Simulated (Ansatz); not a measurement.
**CsSrF3 (Pm-3m): the host for defect calculations**

Aim: the runs on the perfect crystal CsSrF3 (Pm-3m) that a defect calculation needs first.

Main program and level: Ansatz 0.2.0; plane-wave PAW DFT, PBEsol; relaxation of the defect-free supercell from random displacements, a test of the host's stability; PAW set soft_1.

### 1. The starting structure

Symmetry: Pm-3m, No. 221, cubic system. Conventional cell: a = 4.739 Å, b = 4.739 Å, c = 4.739 Å, α = 90.00°, β = 90.00°, γ = 90.00°. Nearest to Cs lie 12 F at 3.35 Å. Nearest to Sr lie 6 F at 2.37 Å. Nearest to F lie 2 Sr at 2.37 Å and 4 Cs at 3.35 Å. Farther neighbours and most contacts between anions are not listed.

### 2. Defect free supercell relaxed from displaced atoms

The input displaces the atoms at random before the relaxation, so that it can leave a symmetric saddle if there is one.

The input, pristine.rattled/input.yaml:

```yaml
crystal:
  lattice:
    - [9.4777282805, 0.0, 0.0]
    - [0.0, 9.4777282805, 0.0]
    - [0.0, 0.0, 9.4777282805]
  atoms:
    - { symbol: Cs, position: [0.0, 0.0, 0.0] }
    - { symbol: Sr, position: [0.25, 0.25, 0.25] }
    - { symbol: F, position: [0.0, 0.25, 0.25] }
    - { symbol: F, position: [0.25, 0.0, 0.25] }
    - { symbol: F, position: [0.25, 0.25, 0.0] }
    - { symbol: Cs, position: [0.0, 0.0, 0.5] }
    - { symbol: Sr, position: [0.25, 0.25, 0.75] }
    - { symbol: F, position: [0.0, 0.25, 0.75] }
    - { symbol: F, position: [0.25, 0.0, 0.75] }
    - { symbol: F, position: [0.25, 0.25, 0.5] }
    - { symbol: Cs, position: [0.0, 0.5, 0.0] }
    - { symbol: Sr, position: [0.25, 0.75, 0.25] }
    - { symbol: F, position: [0.0, 0.75, 0.25] }
    - { symbol: F, position: [0.25, 0.5, 0.25] }
    - { symbol: F, position: [0.25, 0.75, 0.0] }
    - { symbol: Cs, position: [0.0, 0.5, 0.5] }
    - { symbol: Sr, position: [0.25, 0.75, 0.75] }
    - { symbol: F, position: [0.0, 0.75, 0.75] }
    - { symbol: F, position: [0.25, 0.5, 0.75] }
    - { symbol: F, position: [0.25, 0.75, 0.5] }
    - { symbol: Cs, position: [0.5, 0.0, 0.0] }
    - { symbol: Sr, position: [0.75, 0.25, 0.25] }
    - { symbol: F, position: [0.5, 0.25, 0.25] }
    - { symbol: F, position: [0.75, 0.0, 0.25] }
    - { symbol: F, position: [0.75, 0.25, 0.0] }
    - { symbol: Cs, position: [0.5, 0.0, 0.5] }
    - { symbol: Sr, position: [0.75, 0.25, 0.75] }
    - { symbol: F, position: [0.5, 0.25, 0.75] }
    - { symbol: F, position: [0.75, 0.0, 0.75] }
    - { symbol: F, position: [0.75, 0.25, 0.5] }
    - { symbol: Cs, position: [0.5, 0.5, 0.0] }
    - { symbol: Sr, position: [0.75, 0.75, 0.25] }
    - { symbol: F, position: [0.5, 0.75, 0.25] }
    - { symbol: F, position: [0.75, 0.5, 0.25] }
    - { symbol: F, position: [0.75, 0.75, 0.0] }
    - { symbol: Cs, position: [0.5, 0.5, 0.5] }
    - { symbol: Sr, position: [0.75, 0.75, 0.75] }
    - { symbol: F, position: [0.5, 0.75, 0.75] }
    - { symbol: F, position: [0.75, 0.5, 0.75] }
    - { symbol: F, position: [0.75, 0.75, 0.5] }
basis:
  ecutwfc: 420
  xc_grid: 2
hamiltonian:
  xc: pbesol
  pseudopotentials: { kind: paw, azcp: { folder: soft_1 }, xc_functional: pbe }
kpoints:
  mp_grid: { grid: [1, 1, 1] }
scf:
  occupations: { method: fermi_dirac, width: 0.01 }
  max_iter: 100
  lower_state_search: "off"
output:
  forces: true
relax:
  f_tol: 0.015
  max_steps: 120
  random_displacement: { amplitude: 0.06, seed: 175 }
checkpoint:
  write: "../pristine.rattled.run"
  compress: false
  write_wavefunctions: false
  write_every: 100000
```

Run with:

```bash
> ansatz run input.yaml --threads 8 --pin off --max-ram 15073MiB --backend cpu --events-out ev --progress --plain --runs-dir out
```

Numbers of over 12 decimals in the logs are rounded to 6 here.

Log:

```text
[... repeated set-up lines and file paths are left out, and long positions are rounded to six places ...]
Engine: ansatz 0.2.0, x86_64-unknown-linux-gnu
Pseudopotentials: kind: paw
Pseudopotential: Cs, paw, valence charge 9, recommended cutoff 420 eV (normal), soft_1/Cs.paw.azcp
Pseudopotential: Sr, paw, valence charge 10, recommended cutoff 420 eV (normal), soft_1/Sr.paw.azcp
Pseudopotential: F, paw, valence charge 7, recommended cutoff 420 eV (normal), soft_1/F.paw.azcp
Functional definition: PBEsol
  exchange = pbesol_x
  correlation = pbesol_c
Crystal: 40 atoms, lattice volume = 851.359 Å³
Basis set: ecut = 420 eV, 16663 PW (Γ), exchange–correlation on 128×128×128 points (8 copies of the dense FFT grid, shifted against one another)
Bands: 200, of which v1, the nominal top of the filled ones, is band 160 counted from 1 (159 counted from 0)
Symmetry: 1 space group operations
k-points: 1
Non-local potential: Cs, projectors of the file, l = 0: 3, l = 1: 2, l = 2: 2, l = 3: 2
Non-local potential: Sr, projectors of the file, l = 0: 3, l = 1: 2, l = 2: 2
Non-local potential: F, projectors of the file, l = 0: 2, l = 1: 2, l = 2: 1
PAW form: soft (Blöchl's): semilocal exchange-correlation on the pseudo side does not see the compensation charge
PAW frozen core: Cs, regenerated for the run's functional, and the local potential with it (the file was generated under x = pbe(κ = 0.804, μ = 0.219515), c = pbe(β = 0.066725))
PAW frozen core: Sr, regenerated for the run's functional, and the local potential with it (the file was generated under x = pbe(κ = 0.804, μ = 0.219515), c = pbe(β = 0.066725))
PAW frozen core: F, regenerated for the run's functional, and the local potential with it (the file was generated under x = pbe(κ = 0.804, μ = 0.219515), c = pbe(β = 0.066725))
PAW one-centre angular grid: Cs, 194 points (default); XC on 64 Gauss nodes
PAW one-centre angular grid: Sr, 110 points (default); XC on 64 Gauss nodes
PAW one-centre angular grid: F, 110 points (default); XC on 64 Gauss nodes
Initial density: superposition of atomic densities (chi_scale 0.1, normalization cell, long waves kept (reshape's long-wave potential 0.03 eV rms))
Initial wavefunctions: pseudopotential atomic-orbital guess
Functional: x = pbesol(κ = 0.804, μ = 0.123457), c = pbesol(β = 0.046)
SCF iter   1: F=—  HF=-91952.847198 eV  |F-HF|=—  |Δ(HF+E_count)|=         —  Δρ=1.63e-1  dr2=1.92e2  ethr=3.10e-3  ⟨swp⟩=13.0  Hψ=1331  notcnv=0  defer=3
preconditioner: auto → Resta (q_TF=auto, 2.318 Å⁻¹)  ε∞=3.5  [insulator: Δε(μ)=3.044 eV  Ē_g=13.569 eV  σ=0.010 eV  W_gap=1.00  n_scr=178 (ndim 8)  ℏωp=21.6 eV  f_vac=0.001  D(μ)=0.00/eV (n_scr^D=0)  ε∞_Penn≈3.5]
SCF iter   2: F=—  HF=-91907.814252 eV  |F-HF|=—  |Δ(HF+E_count)|=    4.50e1  Δρ=2.54e-2  dr2=9.79e0  ethr=3.10e-3  ⟨swp⟩=5.0  Hψ=489  notcnv=0  defer=31
SCF iter   3: F=—  HF=-91905.124958 eV  |F-HF|=—  |Δ(HF+E_count)|=    2.69e0  Δρ=1.24e-2  dr2=2.19e0  ethr=3.06e-3  ⟨swp⟩=3.0  Hψ=289  notcnv=0  defer=31
SCF iter   4: F=—  HF=-91904.549821 eV  |F-HF|=—  |Δ(HF+E_count)|=   5.75e-1  Δρ=3.00e-3  dr2=5.93e-2  ethr=6.83e-4  ⟨swp⟩=3.0  Hψ=375  notcnv=0  defer=31
SCF iter   5: F=—  HF=-91904.586061 eV  |F-HF|=—  |Δ(HF+E_count)|=   3.62e-2  Δρ=1.40e-3  dr2=1.03e-2  ethr=1.85e-5  ⟨swp⟩=3.0  Hψ=346  notcnv=0  defer=31
SCF iter   6: F=—  HF=-91904.586797 eV  |F-HF|=—  |Δ(HF+E_count)|=   7.36e-4  Δρ=4.38e-4  dr2=1.26e-3  ethr=3.23e-6  ⟨swp⟩=2.0  Hψ=330  notcnv=0  defer=31
SCF iter   7: F=—  HF=-91904.592143 eV  |F-HF|=—  |Δ(HF+E_count)|=   5.35e-3  Δρ=7.40e-5  dr2=5.93e-5  ethr=3.95e-7  ⟨swp⟩=2.0  Hψ=319  notcnv=0  defer=31
SCF iter   8: F=—  HF=-91904.592215 eV  |F-HF|=—  |Δ(HF+E_count)|=   7.25e-5  Δρ=3.68e-5  dr2=8.27e-6  ethr=1.76e-9  ⟨swp⟩=5.0  Hψ=756  notcnv=0
SCF iter   9: F=-91904.592217 eV  HF=-91904.592217 eV  |F-HF|=8.04e-7  |Δ(HF+E_count)|=   2.31e-6  Δρ=1.69e-5  dr2=1.55e-6  ethr=1.76e-9  ⟨swp⟩=5.0  Hψ=685  notcnv=0
SCF 1 converged in 9 iterations: F = -91904.592217 eV  dr2 = 1.55e-6
  greatest PAW one-centre occupation: 0.987 electrons in one spin orbital (limit 2), on the Sr atom at site 31 (counted from 0), in its partial waves of l = 0
relax step   1: F+E_penalty+E_count = -91904.59221655 eV  Δ(F+E_penalty+E_count) = +0.000e0 eV  max|allowed force component| = 6.426e-1 eV/Å  Δτ_max = 0.0000 Å  (9 SCF iters, dr2 threshold 5.63e-6 eV, accepted)
[... the SCF cycles and remarks between the steps are left out from here to the last step ...]
relax step   2: F+E_penalty+E_count = -91904.79460310 eV  Δ(F+E_penalty+E_count) = -2.024e-1 eV  max|allowed force component| = 2.861e-1 eV/Å  Δτ_max = 0.1146 Å  (6 SCF iters, dr2 threshold 2.58e-5 eV, accepted)
relax step   3: F+E_penalty+E_count = -91904.88805622 eV  Δ(F+E_penalty+E_count) = -9.345e-2 eV  max|allowed force component| = 1.291e-1 eV/Å  Δτ_max = 0.2000 Å  (8 SCF iters, dr2 threshold 5.12e-6 eV, accepted)
relax step   4: F+E_penalty+E_count = -91904.96758668 eV  Δ(F+E_penalty+E_count) = -7.953e-2 eV  max|allowed force component| = 1.936e-1 eV/Å  Δτ_max = 0.1566 Å  (7 SCF iters, dr2 threshold 3.31e-6 eV, accepted)
relax step   5: F+E_penalty+E_count = -91905.10993229 eV  Δ(F+E_penalty+E_count) = -1.423e-1 eV  max|allowed force component| = 9.693e-2 eV/Å  Δτ_max = 0.2000 Å  (7 SCF iters, dr2 threshold 7.64e-6 eV, accepted)
relax step   6: F+E_penalty+E_count = -91905.16832341 eV  Δ(F+E_penalty+E_count) = -5.839e-2 eV  max|allowed force component| = 2.747e-2 eV/Å  Δτ_max = 0.2000 Å  (7 SCF iters, dr2 threshold 2.35e-6 eV, accepted)
relax step   7: F+E_penalty+E_count = -91905.17014085 eV  Δ(F+E_penalty+E_count) = -1.817e-3 eV  max|allowed force component| = 9.517e-2 eV/Å  Δτ_max = 0.1951 Å  (9 SCF iters, accepted)
relax step   8: F+E_penalty+E_count = -91905.19210932 eV  Δ(F+E_penalty+E_count) = -2.197e-2 eV  max|allowed force component| = 8.963e-3 eV/Å  Δτ_max = 0.1014 Å  (8 SCF iters, dr2 threshold 7.27e-7 eV, accepted)
relax step   9: F+E_penalty+E_count = -91905.19210933 eV  Δ(F+E_penalty+E_count) = -1.657e-8 eV  max|allowed force component| = 8.954e-3 eV/Å  Δτ_max = 0.0000 Å  (3 SCF iters, accepted)
relax step  10: F+E_penalty+E_count = -91905.19273852 eV  Δ(F+E_penalty+E_count) = -6.292e-4 eV  max|allowed force component| = 1.127e-2 eV/Å  Δτ_max = 0.0545 Å  (7 SCF iters, accepted)
relax step  11: F+E_penalty+E_count = -91905.19265946 eV  Δ(F+E_penalty+E_count) = +7.906e-5 eV  max|allowed force component| = 2.996e-2 eV/Å  Δτ_max = 0.0169 Å  (7 SCF iters, rejected (line search))
relax step  12: F+E_penalty+E_count = -91905.19312662 eV  Δ(F+E_penalty+E_count) = -3.881e-4 eV  max|allowed force component| = 5.569e-3 eV/Å  Δτ_max = 0.0082 Å  (6 SCF iters, accepted)
SCF iter   1: F=—  HF=-91905.192016 eV  |F-HF|=—  |Δ(HF+E_count)|=         —  Δρ=1.01e-3  dr2=4.02e-3  ethr=1.40e-5  ⟨swp⟩=3.0  Hψ=397  notcnv=0  defer=31
SCF iter   2: F=—  HF=-91905.190806 eV  |F-HF|=—  |Δ(HF+E_count)|=   1.21e-3  Δρ=4.55e-4  dr2=7.53e-4  ethr=1.26e-6  ⟨swp⟩=2.0  Hψ=290  notcnv=0  defer=31
SCF iter   3: F=—  HF=-91905.190561 eV  |F-HF|=—  |Δ(HF+E_count)|=   2.45e-4  Δρ=7.34e-5  dr2=1.68e-5  ethr=2.35e-7  ⟨swp⟩=3.0  Hψ=312  notcnv=0  defer=31
SCF iter   4: F=—  HF=-91905.193181 eV  |F-HF|=—  |Δ(HF+E_count)|=   2.62e-3  Δρ=4.00e-5  dr2=7.88e-6  ethr=5.25e-9  ⟨swp⟩=2.0  Hψ=329  notcnv=0  defer=31
SCF iter   5: F=—  HF=-91905.193180 eV  |F-HF|=—  |Δ(HF+E_count)|=   8.91e-7  Δρ=5.71e-6  dr2=3.22e-7  ethr=2.46e-9  ⟨swp⟩=2.0  Hψ=321  notcnv=0  defer=31
SCF iter   6: F=-91905.193180 eV  HF=-91905.193180 eV  |F-HF|=1.87e-8  |Δ(HF+E_count)|=   1.95e-7  Δρ=2.05e-6  dr2=3.64e-8  ethr=3.13e-11  ⟨swp⟩=5.0  Hψ=645  notcnv=0
SCF 13 converged in 6 iterations: F = -91905.193180 eV  dr2 = 3.64e-8
relax step  13: F+E_penalty+E_count = -91905.19317997 eV  Δ(F+E_penalty+E_count) = -5.334e-5 eV  max|allowed force component| = 7.459e-3 eV/Å  Δτ_max = 0.0152 Å  (6 SCF iters, accepted)
SCF converged after 6 iterations
Free energy (F): -91905.193180 eV
Harris-Foulkes:  -91905.193180 eV  (|F-HF|=1.87e-8)
Internal energy: -91905.193180 eV  (E = F + TS)
E sigma→0 (E₀):  -91905.193180 eV
Fermi energy:    5.330713 eV
--- Per-component energies (eV) ---
  E_band       = -1833.231445
  E_kinetic    = 7776.484194
  E_local      = -23250.728687  (includes V_loc(G=0)·N_el)
  E_nonlocal   = 4167.301167
  E_hartree    = 8172.562192
  E_xc         = -4659.031701
  E_vxc        = -4722.608996  (∫ρ·V_xc dr)
  E_paw        = -65687.978628  (= ΣΔE_a)
  E_vpaw       = -2148.818633  (= ΣTr[D̂ρ^β])
  E_aug_tail   = 0.016546  (compensation charges beyond the density's cutoff)
  E_ewald      = -18427.064984
  E_core_change = 3.246720  (= ΣΔE_core)
  E_smearing   = -0.000000  (= −TS)
  E_closure    = 0.000000  (closes the sum)
  Σ components = -91905.193180   (vs F -91905.193180, Δ=0.00e0)
--- Forces (eV/Å), atoms counted from 1 ---
  atom   1  Cs     0.00359485     0.00116230    -0.00016568
  atom   2  Sr     0.00040418    -0.00438644    -0.00599478
  atom   3  F     -0.00100047     0.00057490     0.00298096
  atom   4  F     -0.00071480     0.00008328     0.00296155
  atom   5  F      0.00091896     0.00010228    -0.00075918
  atom   6  Cs    -0.00074865    -0.00141967    -0.00059056
  atom   7  Sr    -0.00196384    -0.00379464     0.00745928
  atom   8  F      0.00063591     0.00136350    -0.00342020
  atom   9  F      0.00012662     0.00106789    -0.00231408
  atom  10  F     -0.00174094     0.00529429    -0.00027685
  atom  11  Cs     0.00562853    -0.00026263     0.00042417
  atom  12  Sr     0.00200736     0.00138196    -0.00647904
  atom  13  F     -0.00128433    -0.00122426     0.00076161
  atom  14  F     -0.00016026    -0.00045569     0.00421874
  atom  15  F     -0.00076156    -0.00036268     0.00116790
  atom  16  Cs    -0.00325207     0.00138575     0.00013968
  atom  17  Sr    -0.00075030     0.00181876     0.00624228
  atom  18  F     -0.00272277    -0.00060744     0.00030876
  atom  19  F     -0.00051469    -0.00276100    -0.00445637
  atom  20  F      0.00109620    -0.00122545    -0.00216327
  atom  21  Cs     0.00271688     0.00004621     0.00050738
  atom  22  Sr    -0.00086054    -0.00634388    -0.00133972
  atom  23  F     -0.00032006     0.00220952     0.00028422
  atom  24  F      0.00224175     0.00063985     0.00134422
  atom  25  F     -0.00441904     0.00356047     0.00078787
  atom  26  Cs     0.00023739    -0.00229908     0.00048043
  atom  27  Sr    -0.00241594    -0.00637293     0.00118002
  atom  28  F      0.00182474     0.00174558    -0.00108394
  atom  29  F      0.00122905    -0.00003000    -0.00215645
  atom  30  F      0.00447092     0.00173350     0.00096254
  atom  31  Cs    -0.00435675     0.00423384     0.00091435
  atom  32  Sr    -0.00473572     0.00445891     0.00361023
  atom  33  F     -0.00177058    -0.00228663     0.00265811
  atom  34  F      0.00241147     0.00014046    -0.00313520
  atom  35  F      0.00184881    -0.00487075    -0.00204364
  atom  36  Cs     0.00015130     0.00239359    -0.00136274
  atom  37  Sr    -0.00486055     0.00562048    -0.00307059
  atom  38  F      0.00267196    -0.00234763    -0.00209574
  atom  39  F      0.00163938     0.00018872     0.00302397
  atom  40  F      0.00338596    -0.00022449     0.00050298
  max |Σ_I F_I| component: 1.12e-4 eV/Å
--- Relaxed structure (13 steps of the walk, 12 accepted, 0 SCFs on fresh bases) ---
  F+E_penalty+E_count = -91905.19317997 eV   max|allowed force component| = 7.459e-3 eV/Å
  atoms:
    - { symbol: Cs, position: [0.013339, 0.007516, -0.000767] }
    - { symbol: Sr, position: [0.249914, 0.250165, 0.249320] }
    - { symbol: F, position: [-6.242501111041767e-5, 0.225119, 0.282695] }
    - { symbol: F, position: [0.274878, 0.000157, 0.215691] }
    - { symbol: F, position: [0.212082, 0.273659, -0.000694] }
    - { symbol: Cs, position: [-0.013549, -0.007301, 0.499398] }
    - { symbol: Sr, position: [0.249947, 0.250165, 0.749259] }
    - { symbol: F, position: [-8.195622652100036e-5, 0.225084, 0.716054] }
    - { symbol: F, position: [0.274728, 0.000155, 0.782876] }
    - { symbol: F, position: [0.287673, 0.226303, 0.499305] }
    - { symbol: Cs, position: [0.007122, 0.513565, -0.000755] }
    - { symbol: Sr, position: [0.249970, 0.750177, 0.249332] }
    - { symbol: F, position: [-1.5979686353763518e-5, 0.775275, 0.216178] }
    - { symbol: F, position: [0.224764, 0.500163, 0.282351] }
    - { symbol: F, position: [0.273282, 0.712356, -0.000714] }
    - { symbol: Cs, position: [-0.007520, 0.486615, 0.499303] }
    - { symbol: Sr, position: [0.250016, 0.750173, 0.749268] }
    - { symbol: F, position: [-3.770157381572977e-6, 0.775177, 0.782224] }
    - { symbol: F, position: [0.224827, 0.500184, 0.716261] }
    - { symbol: F, position: [0.226530, 0.787881, 0.499321] }
    - { symbol: Cs, position: [0.507254, 0.013576, -0.000737] }
    - { symbol: Sr, position: [0.749935, 0.250124, 0.249271] }
    - { symbol: F, position: [0.499914, 0.275020, 0.215884] }
    - { symbol: F, position: [0.724631, 0.000133, 0.282181] }
    - { symbol: F, position: [0.773971, 0.212836, -0.000720] }
    - { symbol: Cs, position: [0.492798, -0.013201, 0.499218] }
    - { symbol: Sr, position: [0.749934, 0.250129, 0.749312] }
    - { symbol: F, position: [0.499887, 0.275027, 0.782825] }
    - { symbol: F, position: [0.724749, 0.000133, 0.716480] }
    - { symbol: F, position: [0.725791, 0.287042, 0.499285] }
    - { symbol: Cs, position: [0.513545, 0.507464, -0.000701] }
    - { symbol: Sr, position: [0.750028, 0.750146, 0.249216] }
    - { symbol: F, position: [0.500003, 0.725090, 0.282179] }
    - { symbol: F, position: [0.774844, 0.500104, 0.216636] }
    - { symbol: F, position: [0.712464, 0.773628, -0.000690] }
    - { symbol: Cs, position: [0.486626, 0.492699, 0.499351] }
    - { symbol: Sr, position: [0.750010, 0.750121, 0.749359] }
    - { symbol: F, position: [0.499958, 0.725151, 0.716313] }
    - { symbol: F, position: [0.774870, 0.500101, 0.781921] }
    - { symbol: F, position: [0.787085, 0.726809, 0.499285] }
```

The job ended after 14 s (8 threads of Intel Xeon 6975P-C (Granite Rapids), shared host; peak memory 0.96 GiB; 82 s of CPU time).

Step by step:

| step | energy less that of the first step (eV) | largest force component (eV/Å) |
| --- | --- | --- |
| 1 | 0.0000 | 0.6426 |
| 2 | -0.2024 | 0.2861 |
| 3 | -0.2958 | 0.1291 |
| 4 | -0.3754 | 0.1936 |
| 5 | -0.5177 | 0.0969 |
| 6 | -0.5761 | 0.0275 |
| 7 | -0.5779 | 0.0952 |
| 8 | -0.5999 | 0.0090 |
| 9 | -0.5999 | 0.0090 |
| 10 | -0.6005 | 0.0113 |
| 11 | -0.6004 | 0.0300 |
| 12 | -0.6009 | 0.0056 |
| 13 | -0.6010 | 0.0075 |

Relaxation step 11 was tried and not accepted.

The atoms that moved most (Å, from the sites as typed, ahead of the random displacement, the mean shift of all atoms taken out):

| atom | dx | dy | dz | length |
| --- | --- | --- | --- | --- |
| F10 | 0.358 | -0.226 | 0.000 | 0.423 |
| F5 | -0.358 | 0.223 | 0.000 | 0.422 |
| F15 | 0.222 | -0.358 | 0.000 | 0.421 |
| F20 | -0.222 | 0.358 | 0.000 | 0.421 |
| F25 | 0.228 | -0.353 | 0.000 | 0.421 |
| F35 | -0.355 | 0.223 | 0.000 | 0.419 |
| F30 | -0.229 | 0.350 | 0.000 | 0.418 |
| F40 | 0.352 | -0.221 | 0.000 | 0.416 |

Final coordinates:

```xyz
40
Lattice="9.4777 0.0000 0.0000 0.0000 9.4777 0.0000 0.0000 0.0000 9.4777" Properties=species:S:1:pos:R:3 pbc="T T T"
Cs    0.1264    0.0712   -0.0073
Sr    2.3686    2.3710    2.3630
F    -0.0006    2.1336    2.6793
F     2.6052    0.0015    2.0443
F     2.0101    2.5937   -0.0066
Cs   -0.1284   -0.0692    4.7332
Sr    2.3689    2.3710    7.1013
F    -0.0008    2.1333    6.7866
F     2.6038    0.0015    7.4199
F     2.7265    2.1448    4.7323
Cs    0.0675    4.8674   -0.0072
Sr    2.3691    7.1100    2.3631
F    -0.0002    7.3478    2.0489
F     2.1303    4.7404    2.6760
F     2.5901    6.7515   -0.0068
Cs   -0.0713    4.6120    4.7323
Sr    2.3696    7.1099    7.1014
F     0.0000    7.3469    7.4137
F     2.1309    4.7406    6.7885
F     2.1470    7.4673    4.7324
Cs    4.8076    0.1287   -0.0070
Sr    7.1077    2.3706    2.3625
F     4.7381    2.6066    2.0461
F     6.8679    0.0013    2.6744
F     7.3355    2.0172   -0.0068
Cs    4.6706   -0.1251    4.7314
Sr    7.1077    2.3707    7.1018
F     4.7378    2.6066    7.4194
F     6.8690    0.0013    6.7906
F     6.8788    2.7205    4.7321
Cs    4.8672    4.8096   -0.0066
Sr    7.1086    7.1097    2.3620
F     4.7389    6.8722    2.6744
F     7.3438    4.7399    2.0532
F     6.7525    7.3322   -0.0065
Cs    4.6121    4.6697    4.7327
Sr    7.1084    7.1094    7.1022
F     4.7385    6.8728    6.7890
F     7.3440    4.7398    7.4108
F     7.4598    6.8885    4.7321
```

The relaxation ends 15 meV an atom lower than the displaced start, with a largest force component of 0.0075 eV/Å.

### 3. Summary of results

```
symmetric supercell less the displaced and relaxed one : 0.347 eV
```

The energy fell by 0.601 eV from the randomly displaced start; against the sites as typed, F10 ends farthest off, by 0.42 Å, once the mean shift is taken out. The displaced cell ends lower than the symmetric single point and loses symmetry (within 0.06 Å), from a true instability or from the coarse k-points. At these k-points the unrelaxed cell is no safe reference for defect energies. All at zero temperature.

[Logs are printed without paths, hosts, clocks, repeated set-up lines and the standing remarks that a program may print on its own settings, such as how far it seeks lower states.]

[Hosts, paths, dates, database ids (printed as entryN), source tags and the programs' standing remarks are cut or masked in the printed files.]

[Runs of the host that timed out are not shown.]

[For some hosts the program warned that the k-mesh of the response run may be too coarse for force constants and the static dielectric constant; such warnings are not always shown.]
